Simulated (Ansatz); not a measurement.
# How fast states decay through CsBe2BBrO3F, part 3 of 3

A new crystal, CsBe2BBrO3F: structure, gap and complex bands. It is built by putting Br for part of the F in the CsBe2BO3F2 structure of space group R32, with the volume rescaled by atomic radii. The parent structure comes from the Materials Project.

Ansatz 0.2.0; PBE DFT, plane waves, PAW files (the session's first sound run).

So far, gap on the k-mesh (eV): step 3 (band edges) 4.46; step 4 (complex bands, plane (001)) 4.46.

The structure was built from a prototype and need not be the compound's stable phase.

**5. Decaying states in the gap, plane (101)**

Level of this step: PBE DFT, plane waves, PAW files; complex bands by layer matching along the plane's normal (Ansatz).

The same for the (101) plane, at (0, 0) and (0.2812, 0), to see how the decay depends on direction.

File input.yaml:

```yaml
crystal:
  lattice:
    - [9.155801507, 0.0, 0.0]
    - [1.10683794, 4.363815616, 0.0]
    - [1.10683794, 2.041538652, 3.856813018]
  atoms:
    - { symbol: Cs, position: [0.0697992909, 0.9767335697, 0.9767335697] }
    - { symbol: Be, position: [0.4206587659, 0.1931137447, 0.1931137447] }
    - { symbol: Be, position: [0.538429653, 0.820523449, 0.820523449] }
    - { symbol: B, position: [0.4841950685, 0.5052683105, 0.5052683105] }
    - { symbol: O, position: [0.4816580699, 0.1970694433, 0.5093245068] }
    - { symbol: O, position: [0.4816580699, 0.81194798, 0.1970694433] }
    - { symbol: O, position: [0.4816580699, 0.5093245068, 0.81194798] }
    - { symbol: F, position: [0.2435593717, 0.2521468761, 0.2521468761] }
    - { symbol: Br, position: [0.7983836403, 0.7338721199, 0.7338721199] }
kpoints:
  mp_grid: { grid: [6, 6, 6] }
scf:
  occupations: { method: fixed }
hamiltonian:
  xc: pbe
output:
  eigenvalues: true
  transmission:
    leads: [[0, 0]]
    kpoints: [[0.0, 0.0], [0.2812, 0.0]]
    e_range: [-1.0, 5.46]
    de: 0.13
```

Run with:

```sh
$ ansatz run input.yaml --threads 2 --pin off --max-ram 4096MiB --backend cpu --events-out ev --progress --plain --runs-dir out
```

Numbers of over 12 decimals in the logs are rounded to 6 here.

Output:

```text
[...]
Crystal: 9 atoms, lattice volume = 154.096 Å³
Basis set: ecut = 420 eV, 3017 PW (Γ)
Bands: 33, of which v1, the nominal top of the filled ones, is band 24 counted from 1 (23 counted from 0)
Symmetry: 3 space group operations
[...]
k-points: 40 of 216 (time reversal used)
[...]
SCF iter   1: F=—  HF=-11318.487203 eV  |F-HF|=—  |Δ(HF+E_count)|=         —  Δρ=1.59e-3  dr2=1.35e-2  ethr=1.77e-3  ⟨swp⟩=5.2  Hψ=5507  notcnv=0  defer=275
[...]
SCF iter   8: F=-11318.484451 eV  HF=-11318.484451 eV  |F-HF|=1.72e-8  |Δ(HF+E_count)|=   3.09e-8  Δρ=2.08e-6  dr2=7.74e-9  ethr=2.08e-10  ⟨swp⟩=3.0  Hψ=3367  notcnv=0
SCF 1 converged in 8 iterations: F = -11318.484451 eV  dr2 = 7.74e-9
[...]
transmission: 7 of 14 steps passed
transmission: 14 of 14 steps passed
SCF converged after 8 iterations
Free energy (F): -11318.484451 eV
[...]
Internal energy: -11318.484451 eV  (E = F + TS)
E sigma→0 (E₀):  -11318.484451 eV
Fermi energy:    2.768999 eV
[...]
--- Band table (eV; the first three rows and the last of 40) ---
  k-point 0: bands = [... 20 lower, 1.1292, 1.4751, 2.7614, 2.7614, 7.2252, 8.4205, 9.3869, 10.0413, ... 5 higher]
  k-point 1: bands = [... 20 lower, 0.9769, 1.6009, 2.5516, 2.7248, 7.7111, 8.6793, 9.1996, 9.7907, ... 5 higher]
  k-point 2: bands = [... 20 lower, 0.8112, 1.7442, 2.2088, 2.6542, 8.0823, 9.0511, 9.3015, 10.0962, ... 5 higher]
  k-point 39: bands = [... 20 lower, 1.1282, 1.3517, 2.7637, 2.7637, 7.7421, 8.7560, 8.9936, 9.3802, ... 5 higher]
--- Transmission ---
  basis      : 351 plane waves across, 7 finite elements along
  points     : 2, as listed
[...]
crystal 0  : Br1O3Be2Cs1F1B1, at the sites [0, 0], period 3.8568 Å: whole cells are its period
[...]
channels       : 0.000000e0 a spin
[...]
slowest decay  : 0.4033 /Å at (0.0000, 0.0000)
```

The job ended after 97 s (2 threads of Arm Neoverse V2, shared host; peak memory 1.2 GiB).

This step gave:

| Item | Value |
| --- | --- |
| decay constant at the filling level, zone centre | 0.4033 Å⁻¹ |
| decay constant at the filling level, slowest listed point | 0.4033 Å⁻¹ |

K parallel (0, 0); values up to 1.5 1/Å, a degenerate pair printed once or twice; energies at which all values exceed this have no row. The Im kz of the slowest decaying states by energy, zero at the highest filled level on the SCF mesh:

```csv
energy (eV),decay 1 (Å⁻¹),decay 2 (Å⁻¹),decay 3 (Å⁻¹),decay 4 (Å⁻¹)
-1.00,0.339,0.351,0.425,0.435
-0.74,0.140,0.382,0.401,0.493
-0.48,0.417,0.477,0.536,0.672
-0.22,0.351,0.447,0.527,0.571
0.04,0.116,0.278,0.474,0.560
0.30,0.267,0.499,0.584,0.587
0.56,0.331,0.521,0.610,0.655
0.82,0.368,0.541,0.629,0.677
1.08,0.390,0.558,0.645,0.698
1.34,0.403,0.572,0.660,0.719
1.60,0.409,0.584,0.673,0.730
1.86,0.410,0.593,0.685,0.733
2.12,0.407,0.600,0.698,0.731
2.25,0.403,0.603,0.706,0.728
2.51,0.394,0.607,0.677,0.722
2.77,0.380,0.607,0.660,0.670
3.03,0.361,0.596,0.634,0.665
3.29,0.337,0.572,0.627,0.660
3.55,0.307,0.543,0.625,0.657
3.81,0.267,0.513,0.623,0.657
4.07,0.213,0.481,0.595,0.621
4.33,0.126,0.446,0.520,0.618
4.59,0.407,0.438,0.614,0.632
4.85,0.335,0.362,0.611,0.626
5.11,0.155,0.306,0.607,0.619
5.37,0.0620,0.230,0.584,0.612
```

K parallel (0.2812, 0); values up to 1.5 1/Å, a degenerate pair printed once or twice; energies at which all values exceed this have no row. Im kz of the slowest decaying states against energy, zero at the highest filled level on the SCF mesh:

```csv
energy (eV),decay 1 (Å⁻¹),decay 2 (Å⁻¹),decay 3 (Å⁻¹),decay 4 (Å⁻¹)
-1.000,0.341,0.342,0.347,0.454
-0.480,0.419,0.446,0.479,0.513
0.040,0.114,0.273,0.471,0.551
0.560,0.344,0.511,0.593,0.619
0.950,0.401,0.537,0.608,0.657
1.470,0.434,0.567,0.622,0.675
1.990,0.443,0.590,0.631,0.655
2.510,0.433,0.607,0.621,0.636
3.030,0.407,0.592,0.602,0.637
3.550,0.362,0.541,0.608,0.633
3.940,0.309,0.500,0.609,0.610
4.460,0.190,0.438,0.496,0.605
4.980,0.311,0.360,0.561,0.596
```

At the listed wavevectors the last open channel is at -0.09 eV and the next at +4.46 eV on the grid. At +2.25 eV, the grid energy nearest the filling level (the middle of the gap on the SCF mesh), the slowest state at the listed wavevectors decays with κ = 0.403 Å⁻¹, its amplitude falling by e over 2.5 Å; the first such run, plane (001), gave 0.417 Å⁻¹.

**6. Band edges at another level, cutoff 500 eV**

This step: r2SCAN DFT, plane waves, PAW files (Ansatz 0.2.0).

The edges again with r2SCAN, at the same atoms. Against that run the cutoff is 500 eV against 420.

File input.yaml:

```yaml
crystal:
  lattice:
    - [2.2509984981, 1.2996145888, 8.7791063852]
    - [-2.2509984981, 1.2996145888, 8.7791063852]
    - [0.0, -2.5992291777, 8.7791063852]
  atoms:
    - { symbol: Cs, position: [0.0232664303, 0.0232664303, 0.0232664303] }
    - { symbol: Be, position: [0.8068862553, 0.8068862553, 0.8068862553] }
    - { symbol: Be, position: [0.179476551, 0.179476551, 0.179476551] }
    - { symbol: B, position: [0.4947316895, 0.4947316895, 0.4947316895] }
    - { symbol: O, position: [0.18805202, 0.8029305567, 0.4906754932] }
    - { symbol: O, position: [0.4906754932, 0.18805202, 0.8029305567] }
    - { symbol: O, position: [0.8029305567, 0.4906754932, 0.18805202] }
    - { symbol: F, position: [0.7478531239, 0.7478531239, 0.7478531239] }
    - { symbol: Br, position: [0.2661278801, 0.2661278801, 0.2661278801] }
kpoints:
  mp_grid: { grid: [6, 6, 6] }
  band_path: { path: [VBM, CBM], npoints: 30 }
scf:
  occupations: { method: fixed }
hamiltonian:
  xc: r2scan
output:
  eigenvalues: true
```

Output:

```text
[...]
Crystal: 9 atoms, lattice volume = 154.096 Å³
Basis set: ecut = 500 eV, 3921 PW (Γ), FFT grids on a1−a3, a2−a3, a3, exchange–correlation on 144×144×288 points (64 copies of the dense FFT grid, shifted against one another)
Bands: 33, of which v1, the nominal top of the filled ones, is band 24 counted from 1 (23 counted from 0)
Symmetry: 3 space group operations
[...]
k-points: 40 of 216 (time reversal used)
[...]
SCF iter   1: F=—  HF=-11350.886487 eV  |F-HF|=—  |Δ(HF+E_count)|=         —  Δρ=5.99e-3  dr2=6.21e-2  dr2_τ=5.38e-1  ethr=1.77e-3  ⟨swp⟩=5.0  Hψ=5493  notcnv=0  defer=270
[...]
SCF iter   8: F=-11351.238896 eV  HF=-11351.238896 eV  |F-HF|=6.11e-9  |Δ(HF+E_count)|=   7.99e-8  Δρ=1.71e-6  dr2=8.23e-9  dr2_τ=6.79e-10  ethr=2.08e-10  ⟨swp⟩=13.5  Hψ=6889  notcnv=0
SCF 1 converged in 8 iterations: F = -11351.238896 eV  dr2 = 8.23e-9
[...]
SCF converged after 8 iterations
Free energy (F): -11351.238896 eV
[...]
Internal energy: -11351.238896 eV  (E = F + TS)
E sigma→0 (E₀):  -11351.238896 eV
Fermi energy:    2.386014 eV
[...]
--- Band table (eV; the first three rows and the last of 40) ---
  k-point 0: bands = [... 20 lower, 0.6743, 1.0914, 2.3788, 2.3788, 7.3782, 8.5671, 9.6840, 10.2322, ... 5 higher]
  k-point 1: bands = [... 20 lower, 0.5201, 1.2051, 2.1685, 2.3415, 7.8557, 8.8570, 9.3594, 10.0721, ... 5 higher]
  k-point 2: bands = [... 20 lower, 0.3477, 1.3443, 1.8190, 2.2693, 8.1491, 9.2423, 9.5964, 10.3362, ... 5 higher]
  k-point 39: bands = [... 20 lower, 0.6731, 0.9757, 2.3812, 2.3812, 7.8890, 8.8969, 9.2032, 9.7178, ... 5 higher]
```

The job ended after 58 s (2 threads; peak memory 0.79 GiB; 1.9 min of CPU time).

Numbers from this step:

```yaml
free_energy: -11351.2389 eV
fermi_energy: 2.386 eV
gap_on_the_k_mesh: 4.992 eV
gap_on_path: 4.992 eV, by band count; negative where bands overlap
direct_gap_on_path: 4.999 eV
```

Electronic bands along the path, in eV, zero at the Fermi level (highest filled level under fixed occupations); v1 is the highest filled band, c1 the lowest empty one:

```csv
point,v4,v3,v2,v1,c1,c2,c3,c4
VBM,-1.71,-1.36,-0.01,0.00,5.26,6.33,7.09,7.68
halfway,-1.71,-1.32,-0.01,0.00,5.07,6.22,7.24,7.83
CBM,-1.71,-1.29,-0.01,-0.01,4.99,6.18,7.30,7.85
```

The searched edges give 4.99 eV, as on the mesh.

Between step 3 and this run (r2SCAN and cutoff 500 eV) the value for the gap on the k-mesh moves from 4.46 eV to 4.99 eV.

**7. Complex bands at another level, cutoff 500 eV**

This step: r2SCAN DFT, plane waves, PAW files; complex bands by layer matching along the plane's normal (Ansatz 0.2.0).

The complex bands at that level, over its own gap, at (0, 0) and (0.5, 0).

File input.yaml:

```yaml
crystal:
  lattice:
    - [4.501996996, 0.0, 0.0]
    - [2.250998498, 3.898843766, 0.0]
    - [2.250998498, -1.299614589, 8.779106385]
  atoms:
    - { symbol: Cs, position: [0.0465328606, 0.9767335697, 0.9302007091] }
    - { symbol: Be, position: [0.6137725106, 0.1931137447, 0.5793412341] }
    - { symbol: Be, position: [0.358953102, 0.820523449, 0.461570347] }
    - { symbol: B, position: [0.989463379, 0.5052683105, 0.5158049315] }
    - { symbol: O, position: [0.9909825767, 0.1970694433, 0.5183419301] }
    - { symbol: O, position: [0.6787275132, 0.81194798, 0.5183419301] }
    - { symbol: O, position: [0.2936060499, 0.5093245068, 0.5183419301] }
    - { symbol: F, position: [0.4957062478, 0.2521468761, 0.7564406283] }
    - { symbol: Br, position: [0.5322557602, 0.7338721199, 0.2016163597] }
kpoints:
  mp_grid: { grid: [6, 6, 6] }
scf:
  occupations: { method: fixed }
hamiltonian:
  xc: r2scan
output:
  eigenvalues: true
  transmission:
    leads: [[0, 0]]
    kpoints: [[0.0, 0.0], [0.5, 0.0]]
    e_range: [-1.0, 5.99]
    de: 0.14
```

Output:

```text
[...]
Crystal: 9 atoms, lattice volume = 154.096 Å³
Basis set: ecut = 500 eV, 3921 PW (Γ), exchange–correlation on 144×144×288 points (64 copies of the dense FFT grid, shifted against one another)
Bands: 33, of which v1, the nominal top of the filled ones, is band 24 counted from 1 (23 counted from 0)
Symmetry: 3 space group operations
[...]
k-points: 40 of 216 (time reversal used)
[...]
SCF iter   1: F=—  HF=-11350.886486 eV  |F-HF|=—  |Δ(HF+E_count)|=         —  Δρ=5.99e-3  dr2=6.21e-2  dr2_τ=5.38e-1  ethr=1.77e-3  ⟨swp⟩=5.0  Hψ=5489  notcnv=0  defer=272
[...]
SCF iter   8: F=-11351.238896 eV  HF=-11351.238896 eV  |F-HF|=6.06e-9  |Δ(HF+E_count)|=   8.08e-8  Δρ=1.70e-6  dr2=8.21e-9  dr2_τ=6.78e-10  ethr=2.08e-10  ⟨swp⟩=13.6  Hψ=7041  notcnv=0
SCF 1 converged in 8 iterations: F = -11351.238896 eV  dr2 = 8.21e-9
[...]
transmission: 13 of 26 steps passed
transmission: 26 of 26 steps passed
SCF converged after 8 iterations
Free energy (F): -11351.238896 eV
[...]
Internal energy: -11351.238896 eV  (E = F + TS)
E sigma→0 (E₀):  -11351.238896 eV
Fermi energy:    2.386013 eV
[...]
--- Band table (eV; the first three rows and the last of 40) ---
  k-point 0: bands = [... 20 lower, 0.6743, 1.0914, 2.3788, 2.3788, 7.3782, 8.5671, 9.6840, 10.2322, ... 5 higher]
  k-point 1: bands = [... 20 lower, 0.6764, 1.0628, 2.3740, 2.3848, 7.4817, 8.6218, 9.6094, 10.2172, ... 5 higher]
  k-point 2: bands = [... 20 lower, 0.6758, 1.0050, 2.3752, 2.3860, 7.7294, 8.7667, 9.3985, 9.9317, ... 5 higher]
  k-point 39: bands = [... 20 lower, 0.1300, 1.4568, 1.7810, 1.9764, 8.8317, 9.6070, 9.9034, 10.4994, ... 5 higher]
--- Transmission ---
  basis      : 187 plane waves across, 13 finite elements along
  points     : 2, as listed
[...]
channels       : 0.000000e0 a spin
[...]
slowest decay  : 0.4375 /Å at (0.0000, 0.0000)
```

It took 39 s on 2 threads; peak memory 1 GiB.

Numbers from this step:

* level to which the leads are filled: 2.496 eV from the Fermi level
* decay constant at the filling level, zone centre: 0.4375 Å⁻¹
* decay constant at the filling level, slowest listed point: 0.4375 Å⁻¹

K parallel (0, 0); values up to 1.5 1/Å, a degenerate pair printed once or twice; energies at which all values exceed this have no row. Table of Im kz of the slowest decaying states by energy, zero at the highest filled level on the SCF mesh:

```csv
energy (eV),decay 1 (Å⁻¹),decay 2 (Å⁻¹),decay 3 (Å⁻¹),decay 4 (Å⁻¹)
-1.000,0.287,0.588,0.939,1.13
-0.440,0.394,0.540,0.923,1.13
-0.020,0.160,0.431,0.907,1.12
0.540,0.457,0.600,0.881,1.11
0.960,0.465,0.670,0.859,1.09
1.520,0.465,0.722,0.826,1.07
1.940,0.457,0.747,0.798,1.05
2.500,0.437,0.756,0.768,1.02
3.060,0.406,0.710,0.779,0.989
3.480,0.373,0.670,0.782,0.963
4.040,0.312,0.611,0.781,0.925
4.460,0.244,0.559,0.776,0.893
5.020,0.474,0.765,0.847,0.888
5.440,0.391,0.752,0.808,0.851
```

K parallel (0.5, 0); values up to 1.5 1/Å, a degenerate pair printed once or twice; energies at which all values exceed this have no row. Im kz of the slowest decaying states against energy, zero at the highest filled level on the SCF mesh:

```csv
energy (eV),decay 1 (Å⁻¹),decay 2 (Å⁻¹),decay 3 (Å⁻¹),decay 4 (Å⁻¹)
-1.00,0.504,0.524,0.969,1.32
-0.72,0.159,0.373,0.480,0.978
-0.30,0.441,0.472,0.683,1.06
-0.02,0.468,0.851,1.20,1.38
0.40,0.565,0.853,1.27,1.35
0.68,0.592,0.865,1.30,1.33
1.10,0.617,0.891,1.29,1.31
1.38,0.627,0.916,1.26,1.31
1.80,0.636,0.851,1.10,1.10
2.08,0.638,0.817,1.01,1.18
2.36,0.639,0.789,0.964,1.22
2.78,0.636,0.748,0.920,1.24
3.06,0.632,0.719,0.899,1.23
3.48,0.623,0.671,0.873,1.21
3.76,0.616,0.633,0.858,1.19
4.18,0.564,0.605,0.836,1.17
4.46,0.512,0.595,0.822,1.15
4.88,0.424,0.574,0.800,1.12
5.16,0.346,0.556,0.784,1.10
5.58,0.0776,0.524,0.760,1.06
5.86,0.145,0.498,0.742,1.04
```

At the listed wavevectors the last open channel is at -1.00 eV and the next at +5.02 eV on the grid, wider than the gap, since narrow bands can fall between grid energies. At +2.50 eV, the grid energy nearest the filling level (the middle of the gap on the SCF mesh), the slowest state at the listed wavevectors decays with κ = 0.438 Å⁻¹, its amplitude falling by e over 2.3 Å; the first such run, plane (001), gave 0.417 Å⁻¹.

**8. A check of the settings: basis.ecutwfc = "29.4 Ry"**

This step: PBE DFT, plane waves, PAW files; complex bands by layer matching along the plane's normal; changed: basis.ecutwfc = "29.4 Ry" (Ansatz 0.2.0).

This run repeats an earlier one, its twin (the complex run, plane (001)), with one setting changed (basis.ecutwfc; files written aside). It is meant to test whether the cutoff is converged. Where the input is shown as a difference, that is against the step before, not the twin.

input.yaml, as its differences from that of step 7:

```diff
@@ -20,3 +20,3 @@
 hamiltonian:
-  xc: r2scan
+  xc: pbe
 output:
@@ -26,3 +26,5 @@
     kpoints: [[0.0, 0.0], [0.5, 0.0]]
-    e_range: [-1.0, 5.99]
-    de: 0.14
+    e_range: [-1.0, 5.46]
+    de: 0.13
+basis:
+  ecutwfc: "29.4 Ry"
```

Output:

```text
Warning: basis.ecutwfc = 400.007378 eV is below the records' recommended 420 eV, and the density's cutoff is lower with it unless basis.ecutrho_ratio is high enough to keep the records' density cutoff: compare with a run at a higher cutoff
[...]
Crystal: 9 atoms, lattice volume = 154.096 Å³
Basis set: ecut = 400.007378 eV, 2813 PW (Γ)
Bands: 33, of which v1, the nominal top of the filled ones, is band 24 counted from 1 (23 counted from 0)
Symmetry: 3 space group operations
[...]
k-points: 40 of 216 (time reversal used)
[...]
SCF iter   1: F=—  HF=-11318.452992 eV  |F-HF|=—  |Δ(HF+E_count)|=         —  Δρ=1.81e-3  dr2=1.39e-2  ethr=1.77e-3  ⟨swp⟩=5.2  Hψ=5511  notcnv=0  defer=272
[...]
SCF iter   8: F=-11318.450040 eV  HF=-11318.450040 eV  |F-HF|=1.75e-8  |Δ(HF+E_count)|=   4.01e-8  Δρ=2.15e-6  dr2=7.96e-9  ethr=2.08e-10  ⟨swp⟩=3.0  Hψ=3366  notcnv=0
SCF 1 converged in 8 iterations: F = -11318.450040 eV  dr2 = 7.96e-9
[...]
transmission: 14 of 28 steps passed
transmission: 28 of 28 steps passed
SCF converged after 8 iterations
Free energy (F): -11318.450040 eV
[...]
Internal energy: -11318.450040 eV  (E = F + TS)
E sigma→0 (E₀):  -11318.450040 eV
Fermi energy:    2.768728 eV
[...]
--- Band table (eV; the first three rows and the last of 40) ---
  k-point 0: bands = [... 20 lower, 1.1292, 1.4748, 2.7611, 2.7611, 7.2247, 8.4202, 9.3870, 10.0410, ... 5 higher]
  k-point 1: bands = [... 20 lower, 1.1313, 1.4443, 2.7558, 2.7676, 7.3288, 8.4746, 9.3236, 10.0272, ... 5 higher]
  k-point 2: bands = [... 20 lower, 1.1307, 1.3826, 2.7570, 2.7687, 7.5790, 8.6208, 9.1515, 9.6326, ... 5 higher]
  k-point 39: bands = [... 20 lower, 0.5780, 1.8602, 2.1735, 2.3651, 8.7612, 9.4561, 9.6475, 10.1868, ... 5 higher]
--- Transmission ---
  basis      : 151 plane waves across, 14 finite elements along
  points     : 2, as listed
[...]
channels       : 0.000000e0 a spin
[...]
slowest decay  : 0.4166 /Å at (0.0000, 0.0000)
```

The job ended after 25 s (2 threads; peak memory 0.56 GiB).

Numbers from this step:

| Item | Value |
| --- | --- |
| free energy | -11318.4500 eV |
| Fermi energy | 2.769 eV |
| gap on the k-mesh | 4.456 eV |
| level to which the leads are filled | 2.228 eV from the Fermi level |
| decay constant at the filling level, zone centre | 0.4166 Å⁻¹ |
| decay constant at the filling level, slowest listed point | 0.4166 Å⁻¹ |

K parallel (0, 0); values up to 1.5 1/Å, a degenerate pair printed once or twice; energies at which all values exceed this have no row. Table of Im kz of the slowest decaying states by energy, zero at the highest filled level on the SCF mesh:

```csv
energy (eV),decay 1 (Å⁻¹),decay 2 (Å⁻¹),decay 3 (Å⁻¹),decay 4 (Å⁻¹)
-1.00,0.280,0.576,0.923,1.11
-0.74,0.342,0.569,0.915,1.12
-0.35,0.394,0.510,0.902,1.11
-0.09,0.360,0.415,0.891,1.11
0.04,0.298,0.423,0.885,1.10
0.30,0.435,0.520,0.872,1.10
0.56,0.443,0.595,0.858,1.09
0.95,0.448,0.658,0.836,1.07
1.21,0.447,0.686,0.819,1.06
1.60,0.441,0.716,0.793,1.04
1.86,0.433,0.730,0.773,1.03
2.12,0.423,0.741,0.753,1.02
2.51,0.402,0.720,0.753,0.996
2.77,0.384,0.696,0.758,0.980
3.16,0.350,0.657,0.761,0.954
3.42,0.321,0.629,0.762,0.936
3.81,0.265,0.582,0.759,0.908
4.07,0.211,0.547,0.756,0.887
4.46,0.486,0.748,0.854,0.896
4.72,0.437,0.741,0.831,0.873
5.11,0.0905,0.345,0.728,0.792
5.37,0.132,0.256,0.717,0.764
```

K parallel (0.5, 0); values up to 1.5 1/Å, a degenerate pair printed once or twice; energies at which all values exceed this have no row. Table of Im kz of the slowest decaying states by energy, zero at the highest filled level on the SCF mesh:

```csv
energy (eV),decay 1 (Å⁻¹),decay 2 (Å⁻¹),decay 3 (Å⁻¹),decay 4 (Å⁻¹)
-1.000,0.473,0.518,0.952,1.32
-0.480,0.406,0.513,0.975,1.22
0.040,0.483,0.850,1.17,1.37
0.560,0.575,0.844,1.26,1.33
0.950,0.602,0.859,1.28,1.30
1.470,0.620,0.896,1.23,1.29
1.990,0.625,0.798,1.07,1.13
2.510,0.622,0.739,0.952,1.21
3.030,0.612,0.680,0.900,1.19
3.550,0.597,0.608,0.864,1.16
3.940,0.538,0.585,0.840,1.13
4.460,0.425,0.559,0.810,1.10
4.980,0.243,0.522,0.779,1.05
```

The least decay constant is 0.417 Å⁻¹ against 0.417 Å⁻¹ in the twin: no change within 1 %.

**9. Results**

| Quantity | Value |
| --- | --- |
| band gap | 4.46 eV |
| least decay constant at mid-gap, normal to (001) | 0.417 Å⁻¹ |
| least decay constant at mid-gap, normal to (101) | 0.403 Å⁻¹ |
| least decay constant, r2SCAN | 0.438 Å⁻¹ |

In words: With PBE, the slowest decay at the wavevectors tried is κ = 0.403 Å⁻¹, normal to (101). Through such a film the transmission near mid-gap falls as exp(−2κd), a factor of ten every 2.9 Å. The directions tried decay at nearly the same rate. A free electron under a barrier of half the gap would need a mass of 0.28 mₑ to decay at this rate. With r2SCAN the gap goes from 4.46 to 4.99 eV and the decay constant, over the first 2 listed wavevectors, from 0.417 to 0.438 Å⁻¹. The compound is made up by substitution; its stability against other phases and against distortions of the cell's symmetry was not tested. A semilocal functional narrows gaps, so real decay constants are likely larger.

[Logs are printed without paths, hosts, clocks, repeated set-up lines and the standing remarks that a program may print on its own settings, such as how far it seeks lower states.]

[Hosts, paths, dates, database ids (printed as entryN), source tags and the programs' standing remarks are cut or masked in the printed files.]
